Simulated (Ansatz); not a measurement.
# How fast states decay through CdH2Se2, part 3 of 3

A new crystal, CdH2Se2: structure, gap and complex bands. It is built by putting Cd for Ca, Se for O in the CaH2O2 structure of space group P-3m1, with the volume rescaled by atomic radii. The parent structure comes from the Materials Project.

Ansatz 0.2.0; PBE DFT, plane waves, PAW files (the session's first sound run).

So far, gap on the k-mesh (eV): step 3 (band edges, PBE) 0.966; step 4 (complex bands, plane (001), k-mesh 6×6×4, PBE) 0.965; step 5 (PBE norm-conserving, cutoff 1170.09 eV) 0.962.

The structure was built from a prototype and need not be the compound's stable phase.

## Step 6: Complex bands at another level, cutoff 1170.09 eV (continued)

Level of this step: PBE DFT, plane waves, norm-conserving files; complex bands by layer matching along the plane's normal (Ansatz).

K parallel (0, 0); values up to 1.5 1/Å, a degenerate pair printed once or twice; energies at which all values exceed this have no row. The Im kz of the slowest decaying states by energy, zero at the highest filled level on the SCF mesh:

```csv
energy (eV),decay 1 (Å⁻¹),decay 2 (Å⁻¹),decay 3 (Å⁻¹),decay 4 (Å⁻¹)
-1.00,0.331,0.761,0.826,0.909
-0.88,0.328,0.585,0.814,0.958
-0.76,0.324,0.365,0.802,0.978
-0.64,0.319,0.791,0.988,-
-0.52,0.0964,0.313,0.778,0.995
-0.40,0.193,0.306,0.766,0.998
-0.28,0.298,0.408,0.753,0.999
-0.16,0.289,0.508,0.741,0.998
-0.04,0.278,0.574,0.728,0.997
0.02,0.272,0.599,0.721,0.995
0.08,0.266,0.622,0.714,0.994
0.20,0.251,0.658,0.701,0.990
0.32,0.235,0.687,0.687,0.986
0.44,0.215,0.672,0.711,0.981
0.50,0.205,0.665,0.721,0.979
0.62,0.179,0.650,0.739,0.973
0.74,0.147,0.635,0.754,0.967
0.86,0.101,0.619,0.766,0.961
0.98,0.603,0.776,0.954,1.34
1.10,0.586,0.785,0.946,1.31
1.22,0.568,0.792,0.939,1.29
1.34,0.550,0.798,0.931,1.27
1.46,0.531,0.802,0.923,1.24
1.58,0.510,0.806,0.914,1.22
1.70,0.489,0.808,0.905,1.20
1.82,0.466,0.810,0.897,1.18
1.94,0.442,0.811,0.887,1.16
```

K parallel (-0.5, 0); values up to 1.5 1/Å, a degenerate pair printed once or twice; energies at which all values exceed this have no row. Im kz of the slowest decaying states against energy, zero at the highest filled level on the SCF mesh:

```
energy (eV)  decay 1 (Å⁻¹)  decay 2 (Å⁻¹)  decay 3 (Å⁻¹)  decay 4 (Å⁻¹)
      -1.00          0.344          0.395          0.994              -
      -0.88          0.352          0.383          0.979              -
      -0.76          0.360          0.366          0.965              -
      -0.64          0.342          0.365          0.950              -
      -0.52          0.308          0.370          0.935              -
      -0.40          0.258          0.374          0.921              -
      -0.28          0.172          0.376          0.906              -
      -0.16          0.378          0.891              -              -
      -0.04          0.379          0.877              -              -
       0.02         0.0950          0.379          0.869              -
       0.08          0.182          0.378          0.862              -
       0.20          0.269          0.378          0.847              -
       0.32          0.323          0.376          0.832              -
       0.44          0.361          0.374          0.817              -
       0.50          0.372          0.377          0.809              -
       0.62          0.369          0.404          0.794              -
       0.74          0.364          0.426          0.778              -
       0.86          0.359          0.444          0.762           1.50
       0.98          0.353          0.460          0.746           1.49
       1.10          0.347          0.473          0.730           1.48
       1.22          0.339          0.484          0.713           1.47
       1.34          0.330          0.493          0.696           1.46
       1.46          0.321          0.502          0.679           1.46
       1.58          0.310          0.509          0.661           1.45
       1.70          0.297          0.514          0.643           1.44
       1.82          0.283          0.519          0.624           1.43
       1.94          0.267          0.523          0.605           1.42
```

At the listed wavevectors the last open channel is at -0.04 eV and the next at +0.98 eV on the grid. At +0.50 eV, the grid energy nearest the filling level (the middle of the gap on the SCF mesh), the slowest state at the listed wavevectors decays with κ = 0.204 Å⁻¹, its amplitude falling by e over 4.9 Å; the first such run, plane (001), gave 0.205 Å⁻¹ over as many of its listed wavevectors.

## Step 7: The same cell, other settings

This step: PBE DFT, plane waves, PAW files; complex bands by layer matching along the plane's normal; changed: output.transmission.e_range = [1, -1], scf.max_iter = 60 (Ansatz 0.2.0).

This run repeats an earlier one, its twin (the complex run, plane (001)), with two settings changed (output.transmission.e_range, scf.max_iter; files written aside). The setting was drawn as a possible misstep, on purpose. Where the input is shown as a difference, that is against the step before, not the twin.

input.yaml reads:

```yaml
crystal:
  lattice:
    - [4.424143263, 0.0, 0.0]
    - [2.212071631, 3.831420455, 0.0]
    - [0.0, 0.0, 6.51798775]
  atoms:
    - { symbol: Cd, position: [0.0, 0.0, 0.0] }
    - { symbol: H, position: [0.3333333333, 0.3333333333, 0.5737767795] }
    - { symbol: H, position: [0.6666666667, 0.6666666667, 0.4262232205] }
    - { symbol: Se, position: [0.3333333333, 0.3333333333, 0.8016176164] }
    - { symbol: Se, position: [0.6666666667, 0.6666666667, 0.1983823836] }
kpoints:
  mp_grid: { grid: [6, 6, 4] }
scf:
  occupations: { method: fixed }
  max_iter: 60
hamiltonian:
  xc: pbe
output:
  eigenvalues: true
  transmission:
    leads: [[0, 0]]
    kpoints: [[0.0, 0.0], [-0.5, 0.0], [0.5, 0.0]]
    e_range: [1, -1]
    de: 0.06
```

Command:

```
> ansatz run input.yaml --threads 2 --pin off --max-ram 4096MiB --backend cpu --events-out ev --progress --plain --runs-dir out
```

Numbers of over 12 decimals in the logs are rounded to 6 here.

The log of the run:

```text
Error: invalid value for `output.transmission.e_range`: [1, -1] eV must be finite with min < max
```

The job ended after 0.1 s (2 threads of Intel Xeon Platinum 8259CL at 2.50GHz (Skylake/Cascade Lake), shared host; peak memory 0.1 GiB).

The program refused the input before any cycle.

The program's message: “Error: invalid value for `output.transmission.e_range`: [1, -1] eV must be finite with min < max”

The change that led to it: output.transmission.e_range = [1, -1].

## Step 8: Outcome

```yaml
band_gap: 0.966 eV
least_decay_constant_at_mid_gap_normal_to_001: 0.205 Å⁻¹
least_decay_constant_norm_conserving_files: 0.204 Å⁻¹
```

In words: With PBE, the slowest decay at the wavevectors tried is κ = 0.205 Å⁻¹, normal to (001). Through such a film the transmission near mid-gap falls as exp(−2κd), a factor of ten every 5.6 Å. A free electron under a barrier of half the gap would need a mass of 0.33 mₑ to decay at this rate. With norm-conserving files the gap goes from 0.966 to 0.962 eV and the decay constant, over the first 2 listed wavevectors, from 0.205 to 0.204 Å⁻¹. The compound is made up by substitution; its stability against other phases and against distortions of the cell's symmetry was not tested. A semilocal functional narrows gaps, so real decay constants are likely larger.

[Logs are printed without paths, hosts, clocks, repeated set-up lines and the standing remarks that a program may print on its own settings, such as how far it seeks lower states.]

[Hosts, paths, dates, database ids (printed as entryN), source tags and the programs' standing remarks are cut or masked in the printed files.]
